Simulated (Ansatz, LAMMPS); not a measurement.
# Glassy 85GeO2-15Li2O (mol %) (78 atoms) under strain, part 3 of 3

Aim: relax glassy 85GeO2-15Li2O (mol %) (78 atoms), then change its volume and shape to read moduli from the stress.

Ansatz 0.2.0; Kohn-Sham DFT, PBE, PAW (set soft_2), plane waves.

The cell: 22 Ge, 8 Li and 48 O. The quench rate of 1000 K/ps is orders of magnitude faster than experiment. The starting topology of bonds comes from the classical model. The Brillouin zone is sampled at Γ only.

So far. Step 10 (Stretched by 1 % along x): The relaxation converged after 5 steps, 0.0621 eV below its start, with a largest force component of 0.016 eV/Å. Step 10 (Stretched by 1 % along x): Stretched by 1 % along x: the energy stands 0.0296 eV above that of the reference, at a pressure of -0.567 GPa.

### 11. Compressed by 1 % along x

The relaxed cell is strained along x alone, which gives the stiffness along x and its coupling to y and z.

Contents of input.yaml:

```yaml
crystal:
  lattice:
    - [9.68403, 0.13633, -0.3568]
    - [0.13497, 10.77141, 0.17968]
    - [-0.35323, 0.17968, 10.16539]
  atoms:
    [... the 78 atom lines of step 4 ...]
kpoints:
  mp_grid: { grid: [1, 1, 1] }
hamiltonian:
  xc: pbe
scf:
  occupations: { method: fixed }
output:
  forces: true
  eigenvalues: true
  stress: true
relax:
  f_tol: 0.05
  max_steps: 70
```

Launch:

```bash
$ ansatz run input.yaml --threads 4 --pin off --max-ram 8192MiB --backend cpu --events-out ev --progress --plain --runs-dir out
```

Numbers of over 12 decimals in the logs are rounded to 6 here.

Output:

```text
[...]
Crystal: 78 atoms, lattice volume = 1058.484 Å³
Basis set: ecut = 420 eV, 20675 PW (Γ), exchange–correlation on 144×150×144 points (8 copies of the dense FFT grid, shifted against one another)
Bands: 388, of which v1, the nominal top of the filled ones, is band 310 counted from 1 (309 counted from 0)
Symmetry: 1 space group operations
[...]
k-points: 1
[...]
SCF iter   1: F=—  HF=-123371.653331 eV  |F-HF|=—  |Δ(HF+E_count)|=         —  Δρ=2.32e-3  dr2=5.30e-2  ethr=1.77e-3  ⟨swp⟩=5.0  Hψ=1385  notcnv=0  defer=74
[...]
SCF iter   6: F=-123371.659864 eV  HF=-123371.659862 eV  |F-HF|=1.51e-6  |Δ(HF+E_count)|=   1.53e-5  Δρ=2.33e-5  dr2=5.84e-6  ethr=1.01e-8  ⟨swp⟩=10.0  Hψ=1684  notcnv=0
SCF 1 converged in 6 iterations: F = -123371.659864 eV  dr2 = 5.84e-6
[...]
relax step   1: F+E_penalty+E_count = -123371.65986356 eV  Δ(F+E_penalty+E_count) = +0.000e0 eV  max|allowed force component| = 4.780e-1 eV/Å  Δτ_max = 0.0000 Å  (6 SCF iters, dr2 threshold 6.25e-5 eV, accepted)
[...]
relax step   2: F+E_penalty+E_count = -123371.70413067 eV  Δ(F+E_penalty+E_count) = -4.427e-2 eV  max|allowed force component| = 2.406e-1 eV/Å  Δτ_max = 0.0229 Å  (6 SCF iters, dr2 threshold 1.43e-5 eV, accepted)
[...]
relax step   3: F+E_penalty+E_count = -123371.72474366 eV  Δ(F+E_penalty+E_count) = -2.061e-2 eV  max|allowed force component| = 6.627e-2 eV/Å  Δτ_max = 0.0262 Å  (6 SCF iters, dr2 threshold 3.62e-6 eV, accepted)
relax step   4: F+E_penalty+E_count = -123371.72087273 eV  Δ(F+E_penalty+E_count) = +3.871e-3 eV  max|allowed force component| = 1.423e-1 eV/Å  Δτ_max = 0.0679 Å  (9 SCF iters, rejected (line search))
relax step   5: F+E_penalty+E_count = -123371.73191503 eV  Δ(F+E_penalty+E_count) = -7.171e-3 eV  max|allowed force component| = 5.107e-2 eV/Å  Δτ_max = 0.0329 Å  (8 SCF iters, accepted)
[...]
relax step   6: F+E_penalty+E_count = -123371.73393640 eV  Δ(F+E_penalty+E_count) = -2.021e-3 eV  max|allowed force component| = 3.294e-2 eV/Å  Δτ_max = 0.0331 Å  (8 SCF iters, accepted)
SCF converged after 8 iterations
Free energy (F): -123371.733936 eV
[...]
Internal energy: -123371.733936 eV  (E = F + TS)
E sigma→0 (E₀):  -123371.733936 eV
Fermi energy:    4.206951 eV
[...]
--- Forces (eV/Å), atoms counted from 1 ---
  atom   1  Ge     0.00602099    -0.01021915     0.02374396
  atom   2  Ge     0.01991988     0.00117159     0.00855480
  atom   3  Ge    -0.01842498    -0.00189301     0.00916001
  atom   4  Ge    -0.01745122     0.00666221    -0.00414209
  atom   5  Ge    -0.00536890     0.00073744     0.01563640
  atom   6  Ge    -0.01110823    -0.00070935     0.00610628
  atom   7  Ge    -0.00825209    -0.01489002     0.00322701
  atom   8  Ge    -0.00980359    -0.00503821     0.00009423
  atom   9  Ge     0.00347222    -0.00209167    -0.01807913
  atom  10  Ge     0.02143045    -0.00309399     0.01382987
  atom  11  Ge     0.00372543    -0.01561241     0.00420527
  atom  12  Ge     0.01423460    -0.03019068     0.02074331
  atom  13  Ge     0.00091960    -0.00379733    -0.00863816
  atom  14  Ge     0.00950158    -0.00670897     0.02692899
[...]
atom  77  O     -0.01528340     0.00806475    -0.01078823
  atom  78  O      0.00919603     0.00554494    -0.00805893
  max |Σ_I F_I| component: 2.62e-5 eV/Å
--- Stress (GPa, compression-positive) ---
        0.797526       0.044034      -0.044889
        0.044034       0.428006       0.043654
       -0.044889       0.043653       0.270068
  P = ⅓ Tr σ = 0.4985 GPa (4.985 kbar)
--- Band table (eV) ---
[...]
--- Relaxed structure (6 steps of the walk, 5 accepted, 0 SCFs on fresh bases) ---
  F+E_penalty+E_count = -123371.73393640 eV   max|allowed force component| = 3.294e-2 eV/Å
  atoms:
    - { symbol: Ge, position: [0.166948, 0.463457, 0.250295] }
    - { symbol: Ge, position: [0.380074, 0.392735, 0.891573] }
    - { symbol: Ge, position: [0.611282, 0.975868, 0.939725] }
    - { symbol: Ge, position: [0.319076, 0.982772, 0.760321] }
[...]
- { symbol: O, position: [0.813987, 0.309641, 0.048510] }
```

It took 41 s on 4 threads of Intel Xeon Platinum 8488C (Sapphire Rapids), shared host; peak memory 1.6 GiB; 2.5 min of CPU time.

The relaxation converged after 6 steps, 0.0741 eV below its start, with a largest force component of 0.033 eV/Å.

Compressed by 1 % along x: the energy stands 0.0208 eV above that of the reference, at a pressure of 0.499 GPa.

### 12. Sheared by 2 % in xy

A shear of the relaxed cell gives the modulus that volume changes can't reach.

input.yaml, the sections that differ from step 11:

```yaml
crystal:
  lattice:
    - [9.78321, 0.23415, -0.3568]
    - [0.24404, 10.77277, 0.17968]
    - [-0.355, 0.17611, 10.16539]
  atoms:
    [... the 78 atom lines of step 4 ...]
# kpoints, hamiltonian, scf, output, relax: as in step 11
```

Output:

```text
[...]
Crystal: 78 atoms, lattice volume = 1069.068 Å³
Basis set: ecut = 420 eV, 20865 PW (Γ), exchange–correlation on 144×150×144 points (8 copies of the dense FFT grid, shifted against one another)
Bands: 388, of which v1, the nominal top of the filled ones, is band 310 counted from 1 (309 counted from 0)
Symmetry: 1 space group operations
[...]
k-points: 1
[...]
SCF iter   1: F=—  HF=-123371.622862 eV  |F-HF|=—  |Δ(HF+E_count)|=         —  Δρ=2.32e-3  dr2=5.22e-2  ethr=1.77e-3  ⟨swp⟩=5.0  Hψ=1385  notcnv=0  defer=74
[...]
SCF iter   5: F=—  HF=-123371.630038 eV  |F-HF|=—  |Δ(HF+E_count)|=   5.49e-5  Δρ=8.23e-5  dr2=7.02e-5  ethr=4.01e-8  ⟨swp⟩=2.0  Hψ=521  notcnv=0  defer=76
SCF iter   6: F=-123371.630054 eV  HF=-123371.630053 eV  |F-HF|=1.43e-6  |Δ(HF+E_count)|=   1.43e-5  Δρ=2.33e-5  dr2=5.78e-6  ethr=1.01e-8  ⟨swp⟩=10.0  Hψ=1693  notcnv=0
SCF 1 converged in 6 iterations: F = -123371.630054 eV  dr2 = 5.78e-6
[...]
relax step   1: F+E_penalty+E_count = -123371.63005417 eV  Δ(F+E_penalty+E_count) = +0.000e0 eV  max|allowed force component| = 4.831e-1 eV/Å  Δτ_max = 0.0000 Å  (6 SCF iters, dr2 threshold 6.25e-5 eV, accepted)
[...]
relax step   2: F+E_penalty+E_count = -123371.68711599 eV  Δ(F+E_penalty+E_count) = -5.706e-2 eV  max|allowed force component| = 2.318e-1 eV/Å  Δτ_max = 0.0264 Å  (6 SCF iters, dr2 threshold 1.46e-5 eV, accepted)
[...]
relax step   3: F+E_penalty+E_count = -123371.70996836 eV  Δ(F+E_penalty+E_count) = -2.285e-2 eV  max|allowed force component| = 6.164e-2 eV/Å  Δτ_max = 0.0288 Å  (6 SCF iters, dr2 threshold 3.36e-6 eV, accepted)
[...]
relax step   4: F+E_penalty+E_count = -123371.71242936 eV  Δ(F+E_penalty+E_count) = -2.461e-3 eV  max|allowed force component| = 3.923e-2 eV/Å  Δτ_max = 0.0410 Å  (8 SCF iters, accepted)
SCF converged after 8 iterations
Free energy (F): -123371.712429 eV
[...]
Internal energy: -123371.712429 eV  (E = F + TS)
E sigma→0 (E₀):  -123371.712429 eV
Fermi energy:    4.088312 eV
[...]
Σ components = -123371.712429   (vs F -123371.712429, Δ=0.00e0)
--- Forces (eV/Å), atoms counted from 1 ---
  atom   1  Ge    -0.01501542    -0.02138159    -0.02902748
  atom   2  Ge     0.01779095     0.00216287    -0.00318098
  atom   3  Ge    -0.00678224    -0.00364584     0.00058567
  atom   4  Ge     0.00215611    -0.00996992     0.01572955
[...]
atom  78  O      0.02548206    -0.00901021     0.01530885
  max |Σ_I F_I| component: 4.98e-5 eV/Å
--- Stress (GPa, compression-positive) ---
       -0.116932      -0.641798       0.028958
       -0.641798       0.072383       0.011717
        0.028958       0.011717      -0.130429
  P = ⅓ Tr σ = -0.0583 GPa (-0.583 kbar)
--- Band table (eV) ---
[...]
--- Relaxed structure (4 steps of the walk, 4 accepted, 0 SCFs on fresh bases) ---
  F+E_penalty+E_count = -123371.71242936 eV   max|allowed force component| = 3.923e-2 eV/Å
  atoms:
    - { symbol: Ge, position: [0.168615, 0.461655, 0.249929] }
    - { symbol: Ge, position: [0.381828, 0.394658, 0.891255] }
    - { symbol: Ge, position: [0.610756, 0.975964, 0.940492] }
    - { symbol: Ge, position: [0.319938, 0.983335, 0.758807] }
[...]
- { symbol: O, position: [0.815040, 0.312975, 0.048296] }
```

It took 32 s on 4 threads; peak memory 1.5 GiB.

The relaxation converged after 4 steps, 0.0824 eV below its start, with a largest force component of 0.039 eV/Å.

Sheared by 2 % in xy: the energy stands 0.0423 eV above that of the reference, at a pressure of -0.0583 GPa.

### 13. Pressure against volume

Atoms are relaxed at each volume, in the scaled cell.

| volume change (%) | volume (Å³/atom) | energy change (meV/atom) | pressure (GPa) | largest move on relaxing (Å) | bonds | gap (eV) |
| --- | --- | --- | --- | --- | --- | --- |
| -10 | 12.337 | 18.23 | 4.35 | 1.16 | 125 | 2.01 |
| -6 | 12.885 | 7.77 | 3.19 | 0.36 | 124 | 2.05 |
| -3 | 13.296 | 1.80 | 1.48 | 0.28 | 122 | 2.01 |
| +0 | 13.707 | 0.00 | 0.00 | - | 120 | 1.93 |
| +3 | 14.119 | 1.87 | -1.52 | 0.16 | 120 | 1.83 |
| +6 | 14.530 | 7.29 | -2.85 | 0.55 | 120 | 1.68 |

### 14. Uniaxial strain and shear

Stress (GPa, compression positive) less that of the relaxed cell, atoms relaxed:

| strain | xx | yy | zz | xy | energy change (meV/atom) |
| --- | --- | --- | --- | --- | --- |
| stretched by 1 % along x | -0.986 | -0.310 | -0.391 | -0.023 | 0.38 |
| compressed by 1 % along x | 0.809 | 0.404 | 0.295 | 0.046 | 0.27 |
| sheared by 2 % in xy | -0.105 | 0.048 | -0.105 | -0.640 | 0.54 |

### 15. What came out

The bulk modulus, from the slope of pressure against ln V over the three points nearest the relaxed volume, is 49.9 GPa; between neighbouring points the slope runs 27, 54, 49, 51 and 46 GPa from the smallest volume up, without a steady fall, so no pressure derivative is given, and the cell yields more easily when compressed beyond -6 %. The count of bonds runs from 120 to 125 over the series, so at some points contacts cross the cutoffs. At -10 % and +6 % some atom moved by over 0.5 Å on relaxing, so those points may sit in another local minimum. The gap goes from 2.01 eV at the smallest volume to 1.68 eV at the largest, -2.0 eV per unit of ln V by a straight line, not monotonically (lowest 1.68, highest 2.05 eV), on the run's k-points. In the Cartesian axes of the cell, finite differences give C11 = 89.8, C12 = 35.7, C13 = 34.3 and C66 = 32.0 GPa (the shear of 2 % is the engineering strain, εxy = 0.01). The mean of C11, C12 and C13, which equals the bulk modulus in a cubic or isotropic solid, is 53.3 GPa: it agrees with the bulk modulus within 10 %. For an isotropic solid C66 would equal (C11 − C12)/2 = 27.0 GPa; so small a sample needn't be isotropic, and C66 rests on one shear. With the bulk modulus and C66 as K and G, Young's modulus would be about 79 GPa and Poisson's ratio 0.24.

Caveats: Strains are finite and relaxations stop at the force tolerance of the input, which can leave moduli too stiff; they are those of a static cell at zero temperature. Volumes are changed with the cell's shape held, so in an anisotropic solid the modulus lies over the one under free hydrostatic load. The program notes that the SCF threshold of the relaxations is loose for the stress.

The DFT runs together took 11 min of wall time.

[Logs are printed without paths, hosts, clocks, repeated set-up lines and the standing remarks that a program may print on its own settings, such as how far it seeks lower states.]

[Hosts, paths, dates, database ids (printed as entryN), source tags and the programs' standing remarks are cut or masked in the printed files.]
